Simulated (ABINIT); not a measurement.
# KHF2 (I4/mcm): changed settings of a GW run in ABINIT, part 2 of 2

A base run on KHF2 (I4/mcm), then changed inputs.

ABINIT 10.8.3; LDA and many-body steps on it, plane waves. Known limits of the many-body steps: not at the basis limit; coarse k mesh.

So far. Step 2 (Screening, 2×2×2 mesh, 60 bands, screening to 87.1 eV): Local fields lower ε∞ by 7 %. On a Γ-centred mesh this coarse the value itself is usually too large, while a short band sum pulls it down. Step 3 (Base): The gap on the mesh goes from 6.74 eV to 11.47 eV, a correction of +4.73 eV.

## (6) No symmetry in the self-energy

Level of this step: G0W0 on LDA, plane waves, norm-conserving pseudopotentials (ABINIT).

run.abi

```
acell 3*1.0 Angstrom
rprim 
  -2.835000000000 2.835000000000 3.405000000000
  2.835000000000 -2.835000000000 3.405000000000
  2.835000000000 2.835000000000 -3.405000000000
ntypat 3
znucl 19 1 9
natom 8
typat 1 1 2 2 3 3 3 3
xred 
  0.250000000000 0.250000000000 -0.000000000000
  0.750000000000 0.750000000000 -0.000000000000
  0.500000000000 0.000000000000 0.500000000000
  0.000000000000 0.500000000000 0.500000000000
  0.640800000000 0.140800000000 0.781600000000
  0.140800000000 0.359200000000 0.500000000000
  0.359200000000 0.859200000000 0.218400000000
  0.859200000000 0.640800000000 0.500000000000
pp_dirpath "pseudos"
pseudos "K.upf, H.upf, F.upf"
ecut 36
ngkpt 2 2 2
nshiftk 1
shiftk 0 0 0
kptopt 1
chksymbreak 0
istwfk *1
occopt 1
irdwfk 1
optdriver 4
nband 60
gwcalctyp 0
ecutsigx 36
symsigma 0
nkptgw 2
kptgw 
  0.5000000000 0.5000000000 0.5000000000
  0.0000000000 0.0000000000 0.0000000000
bdgw 
  22 26
  22 26
ecuteps 3.2
irdscr 1
ppmodel 1
indata_prefix "in"
outdata_prefix "out"
tmpdata_prefix "tmp"
```

On the command line:

```
$ OMP_NUM_THREADS=1 mpirun -n 4 abinit run.abi > log
```

Output:

```text
.Version 10.8.3 of ABINIT. v10.8.2 released Aug 2026.

 Symmetries : space group I4/m c m (#140); Bravais tI (body-center tetrag.)
[... echo of the input left out ...]
== DATASET  1 ==================================================================
-   mpi_nproc: 4, omp_nthreads: 1 (-1 if OMP is not activated)

--- !DatasetInfo
iteration_state: {dtset: 1, }
dimensions: {natom: 8, nkpt: 4, mband: 60, nsppol: 1, nspinor: 1, nspden: 1, mpw: 7677, }
cutoff_energies: {ecut:  36.0, pawecutdg:  -1.0, }
[...]
Band     E0 <VxcDFT>   SigX SigC(E0)      Z dSigC/dE  Sig(E)    E-E0       E
[...]
25   4.967  -9.163  -4.389  -2.076   0.911  -0.097  -6.705   2.458   7.425
       26   7.871 -10.429  -4.534  -1.950   0.909  -0.100  -6.844   3.585  11.456

== END DATASET(S) ==============================================================
================================================================================

 -outvars: echo values of variables after computation  --------
           etotal      0.0000000000E+00
            nband          60
             nkpt           4
          spgroup         140
 [... the other variables as echoed above ...]

 Calculation completed.
```

It took 7.9 s on 4 MPI ranks of Arm Neoverse V1, shared host; peak memory 0.63 GiB; 31 s of CPU time.

This step gave:

```yaml
g0w0_gap_on_the_points_computed: 11.47 eV
starting_gap_on_the_mesh: 6.738 eV
k_of_the_valence_top: 0.5, 0.5, 0.5
k_of_the_conduction_bottom: 0, 0, 0
least_direct_g0w0_gap_on_the_computed_points: 11.49 eV
```

Against G0W0 in ABINIT (2×2×2 mesh, 60 bands, screening to 87.1 eV, Godby-Needs plasmon pole), the gap moves by +0.000 eV.

## (7) Smaller part of the screening matrix

Edit run.abi of step 6 so:

```diff
@@ -33,3 +33,3 @@
 ecutsigx 36
-symsigma 0
+symsigma 1
 nkptgw 2
@@ -41,3 +41,3 @@
   22 26
-ecuteps 3.2
+ecuteps 0.8
 irdscr 1
```

Output:

```text
.Version 10.8.3 of ABINIT. v10.8.2 released Aug 2026.

 Symmetries : space group I4/m c m (#140); Bravais tI (body-center tetrag.)
[... echo of the input left out ...]
== DATASET  1 ==================================================================
-   mpi_nproc: 4, omp_nthreads: 1 (-1 if OMP is not activated)

--- !DatasetInfo
iteration_state: {dtset: 1, }
dimensions: {natom: 8, nkpt: 4, mband: 60, nsppol: 1, nspinor: 1, nspden: 1, mpw: 7677, }
cutoff_energies: {ecut:  36.0, pawecutdg:  -1.0, }
electrons: {nelect:   4.80000000E+01, charge:   0.00000000E+00, occopt:   1.00000000E+00, tsmear:   1.00000000E-02, }

 SIGMA: Calculation of the GW corrections

 Based on a program developped by R.W. Godby, V. Olevano, G. Onida, and L. Reining.
 Incorporated in ABINIT by V. Olevano, G.-M. Rignanese, and M. Torrent.
.Using double precision arithmetic ; gwpc =  8

[... cell and pseudopotentials left out ...]
--------------------------------------------------------------------------------

 ==== K-mesh for the wavefunctions ====
 Number of points in the irreducible wedge :     4
[... list of points left out ...]
 Together with 16 symmetry operations and time-reversal symmetry
 yields     8 points in the full Brillouin Zone.

 ==== Q-mesh for screening function ====
 Number of points in the irreducible wedge :     4
[... list of points left out ...]
 Together with 16 symmetry operations and time-reversal symmetry
 yields     8 points in the full Brillouin Zone.

 vcoul_init : cutoff-mode = AUXILIARY_FUNCTION
 q-points for optical limit:   1
     1)      0.000010    0.000020    0.000030
 setmesh: FFT mesh size selected  =    60x   60x   60
          total number of points  =       216000

 Number of electrons calculated from density =   48.0000; Expected =   48.0000
[...]
number of omega for Sigma on real axis              0
 max omega for Sigma on real axis  [eV]           0.00
 zcut for avoiding poles [eV]                     0.10

 EPSILON^-1 parameters (SCR file):
 dimension of the eps^-1 matrix on file            193
 dimension of the eps^-1 matrix used                19
 number of plane-waves for wavefunctions          7677
 number of bands                                    60
 number of q-points in IBZ                           4
 number of frequencies                               2
 number of real frequencies                          1
 number of imag frequencies                          1

 matrix elements of self-energy operator (all in [eV])

 Perturbative Calculation

--- !SelfEnergy_ee
iteration_state: {dtset: 1, }
kpoint     : [   0.500,    0.500,    0.500, ]
spin       : 1
KS_gap     :    9.286
QP_gap     :   16.956
Delta_QP_KS:    7.670
data: !SigmaeeData |
     Band     E0 <VxcDFT>   SigX SigC(E0)      Z dSigC/dE  Sig(E)    E-E0       E
       22  -1.996 -22.653 -29.572   2.206   0.909  -0.100 -26.937  -4.284  -6.280
       23  -1.996 -22.653 -29.572   2.206   0.909  -0.100 -26.937  -4.284  -6.280
       24  -1.772 -22.282 -29.781   2.357   0.906  -0.104 -26.939  -4.657  -6.428
[...]
--- !SelfEnergy_ee
iteration_state: {dtset: 1, }
kpoint     : [   0.000,    0.000,    0.000, ]
spin       : 1
KS_gap     :    6.795
QP_gap     :   13.909
Delta_QP_KS:    7.114
data: !SigmaeeData |
     Band     E0 <VxcDFT>   SigX SigC(E0)      Z dSigC/dE  Sig(E)    E-E0       E
[...]
25   4.967  -9.163  -4.389  -2.082   0.919  -0.088  -6.688   2.475   7.442
       26   7.871 -10.429  -4.534  -2.007   0.919  -0.088  -6.854   3.574  11.446

== END DATASET(S) ==============================================================
================================================================================

 -outvars: echo values of variables after computation  --------
           etotal      0.0000000000E+00
            nband          60
             nkpt           4
          spgroup         140
 [... the other variables as echoed above ...]

 Calculation completed.
```

Wall time 4.6 s (4 MPI ranks); peak memory 0.63 GiB.

This step gave:

| Quantity | Value |
| --- | --- |
| G0W0 gap on the points computed | 13.71 eV |
| starting gap on the mesh | 6.738 eV |
| k of the valence top | 0, 0, 0 |
| k of the conduction bottom | 0, 0, 0 |
| Z at the valence top | 0.909 |
| Z at the conduction bottom | 0.919 |
| least direct G0W0 gap on the computed points | 13.71 eV |

## (8) Another k mesh than the file's

Edit run.abi of step 7 so:

```diff
@@ -21,3 +21,3 @@
 ecut 36
-ngkpt 2 2 2
+ngkpt 3 3 3
 nshiftk 1
@@ -41,3 +41,3 @@
   22 26
-ecuteps 0.8
+ecuteps 3.2
 irdscr 1
```

Output:

```text
.Version 10.8.3 of ABINIT. v10.8.2 released Aug 2026.

 Symmetries : space group I4/m c m (#140); Bravais tI (body-center tetrag.)
================================================================================
 Values of the parameters that define the memory need of the present run
     intxc =       0    ionmov =       0      iscf =       7    lmnmax =       6
     lnmax =       6     mgfft =      54  mpssoang =       3    mqgrid =    3001
     natom =       8  nloc_mem =       1    nspden =       1   nspinor =       1
    nsppol =       1      nsym =      16    n1xccc =    2501    ntypat =       3
    occopt =       1   xclevel =       1
-    mband =          60        mffmem =           1         mkmem =           2
       mpw =        7677          nfft =      157464          nkpt =           6
================================================================================
  Rough estimation (10% accuracy) of disk space for files :
================================================================================

--------------------------------------------------------------------------------
------------- Echo of variables that govern the present computation ------------
--------------------------------------------------------------------------------
 -outvars: echo values of preprocessed input variables --------
            acell      1.8897261259E+00  1.8897261259E+00  1.8897261259E+00 Bohr

             bdgw          22      26      22      26
      chksymbreak           0
             ecut      3.60000000E+01 Hartree
          ecuteps      3.20000000E+00 Hartree
         ecutsigx      3.60000000E+01 Hartree
          ecutwfn      3.60000000E+01 Hartree
-          fftalg         312
           irdscr           1
           irdwfk           1

[...]
Unit cell volume ucvol=  7.3871996E+02 bohr^3
 Angles (23,13,12)=  1.14773599E+02  1.14773599E+02  9.93190826E+01 degrees

--- Pseudopotential description ------------------------------------------------
- K Generated using ONCVPSP code by D. R. Hamann
- 19.00000   9.00000  180309                  znucl, zion, pspdat
12 -1012 2 -1 2170                            pspcod,pspxc,lmax,lloc,mmax
     nproj     2     2     2
  pspatm : epsatm=    8.21740868
         --- l  ekb(1:nproj) -->
[...]
pspatm: atomic psp has been read  and splines computed

- H Generated using ONCVPSP code by D. R. Hamann
-  1.00000   1.00000  180309                  znucl, zion, pspdat
12 -1012 1 -1 1180                            pspcod,pspxc,lmax,lloc,mmax
     nproj     2     1     0
  pspatm : epsatm=    0.35439867
         --- l  ekb(1:nproj) -->
[...]
1   -0.275071
 pspatm: atomic psp has been read  and splines computed

- F Generated using ONCVPSP code by D. R. Hamann
-  9.00000   7.00000  201202                  znucl, zion, pspdat
12 -1012 2 -1 824                             pspcod,pspxc,lmax,lloc,mmax
     nproj     2     2     1
  pspatm : epsatm=    4.94580260
         --- l  ekb(1:nproj) -->
             0    6.487052    1.061847
             1   -4.029087   -1.312559
             2   -2.364936
 pspatm: atomic psp has been read  and splines computed

   1.77248760E+03                                ecore*ucvol(ha*bohr**3)
--------------------------------------------------------------------------------

--- !ERROR
message: |
    Cannot continue, basic dimensions/parameters reported in the header do not agree with input file.
    Check consistency between the content of the WFK external file and the input file.

--- !ERROR
message: |
    Cannot continue, basic dimensions/parameters reported in the header do not agree with input file.
    Check consistency between the content of the WFK external file and the input file.

--- from the log ---
Cannot continue, basic dimensions/parameters reported in the header do not agree with input file.
    Check consistency between the content of the WFK external file and the input file.
```

Run time: 2.2 s. Hardware: 4 MPI ranks; peak memory 0.06 GiB; 6.6 s of CPU time.

The run stopped with an error after 2.2 s.

The program's words: Cannot continue, basic dimensions/parameters reported in the header do not agree with input file. Check consistency between the content of the WFK external file and the input file.

The fault put into this input: another k mesh than the file's.

## (9) Contour deformation on a plasmon-pole file

Edit run.abi of step 8 so:

```diff
@@ -21,3 +21,3 @@
 ecut 36
-ngkpt 3 3 3
+ngkpt 2 2 2
 nshiftk 1
@@ -31,3 +31,3 @@
 nband 60
-gwcalctyp 0
+gwcalctyp 2
 ecutsigx 36
@@ -43,3 +43,2 @@
 irdscr 1
-ppmodel 1
 indata_prefix "in"
```

Output:

```text
.Version 10.8.3 of ABINIT. v10.8.2 released Aug 2026.

 Symmetries : space group I4/m c m (#140); Bravais tI (body-center tetrag.)
================================================================================
 Values of the parameters that define the memory need of the present run
     intxc =       0    ionmov =       0      iscf =       7    lmnmax =       6
     lnmax =       6     mgfft =      54  mpssoang =       3    mqgrid =    3001
     natom =       8  nloc_mem =       1    nspden =       1   nspinor =       1
    nsppol =       1      nsym =      16    n1xccc =    2501    ntypat =       3
    occopt =       1   xclevel =       1
-    mband =          60        mffmem =           1         mkmem =           1
       mpw =        7677          nfft =      157464          nkpt =           4
================================================================================
  Rough estimation (10% accuracy) of disk space for files :
================================================================================

--------------------------------------------------------------------------------
------------- Echo of variables that govern the present computation ------------
--------------------------------------------------------------------------------
 -outvars: echo values of preprocessed input variables --------
            acell      1.8897261259E+00  1.8897261259E+00  1.8897261259E+00 Bohr

             bdgw          22      26      22      26
      chksymbreak           0
             ecut      3.60000000E+01 Hartree
          ecuteps      3.20000000E+00 Hartree
         ecutsigx      3.60000000E+01 Hartree
          ecutwfn      3.60000000E+01 Hartree
-          fftalg         312
        gwcalctyp           2
           irdscr           1
[...]
setmesh: FFT mesh size selected  =    60x   60x   60
          total number of points  =       216000

 Number of electrons calculated from density =   48.0000; Expected =   48.0000
 average of density, n =  0.064977
 r_s =    1.5431
 omega_plasma =   24.5887 [eV]

 === KS Band Gaps ===
  >>>> For spin  1
   Minimum direct gap =   6.7948 [eV], located at k-point      :   0.0000  0.0000  0.0000
   Fundamental gap    =   6.7380 [eV], Top of valence bands at :   0.5000  0.5000  0.5000
                                       Bottom of conduction at :   0.0000  0.0000  0.0000
 SIGMA fundamental parameters:
 CONTOUR DEFORMATION
 number of plane-waves for SigmaX                 7677
 number of plane-waves for SigmaC and W            193
 number of plane-waves for wavefunctions          7677
 number of bands                                    60
 number of independent spin polarizations            1
 number of spinorial components                      1
 number of k-points in IBZ                           4
 number of q-points in IBZ                           4
 number of symmetry operations                      16
 number of k-points in BZ                            8
 number of q-points in BZ                            8
 number of frequencies for dSigma/dE                 9
 frequency step for dSigma/dE [eV]                0.25
 number of omega for Sigma on real axis              0
 max omega for Sigma on real axis  [eV]           0.00
 zcut for avoiding poles [eV]                     0.10

 EPSILON^-1 parameters (SCR file):
 dimension of the eps^-1 matrix on file            193
 dimension of the eps^-1 matrix used               193
 number of plane-waves for wavefunctions          7677
 number of bands                                    60
 number of q-points in IBZ                           4
 number of frequencies                               2
 number of real frequencies                          1
 number of imag frequencies                          1

 matrix elements of self-energy operator (all in [eV])

 Perturbative Calculation

--- !ERROR
message: |
    Fatal error

--- !ERROR
message: |
    Fatal error

--- from the log ---
Fatal error
```

Elapsed: 4.3 s, on 4 MPI ranks; peak memory 0.61 GiB; 13 s of CPU time.

The run stopped with an error after 4.3 s.

The fault put into this input: contour deformation on a plasmon-pole file.

## (10) Side by side

Times are wall times on 4 MPI ranks of Arm Neoverse V1, shared host, good to a factor of about two. A run's time includes the screening step that it read.

| run | mesh | bands | screening cutoff (eV) | DFT gap (eV) | gap on the mesh (eV) | direct (eV) | ε∞ used | time |
| --- | --- | --- | --- | --- | --- | --- | --- | --- |
| base | 2×2×2 | 60 | 87.1 | 6.738 | 11.470 | 11.489 | 1.83 | 18 s |
| exchange cutoff | 2×2×2 | 60 | 87.1 | 6.738 | 11.478 | 11.497 | 1.83 | 19 s |
| fewer bands in the self-energy | 2×2×2 | 44 | 87.1 | 6.738 | 11.553 | 11.553 | 1.83 | 18 s |
| no symmetry in the self-energy | 2×2×2 | 60 | 87.1 | 6.738 | 11.470 | 11.489 | 1.83 | 21 s |
| smaller part of the screening matrix | 2×2×2 | 60 | 21.8 | 6.738 | 13.710 | 13.710 | 1.83 | 17 s |

## (11) What came out

```yaml
base: 11.470 eV
exchange_cutoff: 11.478 eV
fewer_bands_in_the_self_energy: 11.553 eV
no_symmetry_in_the_self_energy: 11.470 eV
smaller_part_of_the_screening_matrix: 13.710 eV
known_limits: not at the basis limit; coarse k mesh
```

What this shows: Exchange cutoff: +0.008 eV against base (keys changed: ecutsigx). Fewer bands in the self-energy: +0.083 eV against base (keys changed: nband). No symmetry in the self-energy: no change against base (keys changed: symsigma). Smaller part of the screening matrix: +2.240 eV against base (keys changed: ecuteps). Bands and cutoff are finite, so the gap is not at the basis limit. The miss can reach some tenths of an eV and take either sign; the mesh is an error of its own. In the first G0W0 run levels were corrected at 2 k points alone, so a gap called «on the mesh» is the least over those, and an edge elsewhere would be missed. The 2×2×2 mesh is coarse for this cell, which bears on the long-range parts of exchange and screening.

[Paths, hosts, dates, memory and timing lines, banners, echoed tables and standing remarks are left out of the program output.]

[Logs are printed without paths, hosts, clocks, repeated set-up lines and the standing remarks that a program may print on its own settings, such as how far it seeks lower states.]

[Runs of the session that timed out or met a known fault of the program may be left out.]

[No measured gap is set beside runs whose start may be inverted or whose files or cutoffs have a known fault.]

[Hosts, paths, dates, database ids (printed as entryN), source tags and the programs' standing remarks are cut or masked in the printed files.]

[G0W0 gaps are taken among the corrected bands and points alone; a level outside them can change the order at an edge.]

[Where Ansatz stands beside ABINIT at settings called matched, ABINIT's density can come from a denser mesh and the files from another edition; pairs whose starting gaps differed by over 0.03 eV were left out, so agreement reads better than it is.]
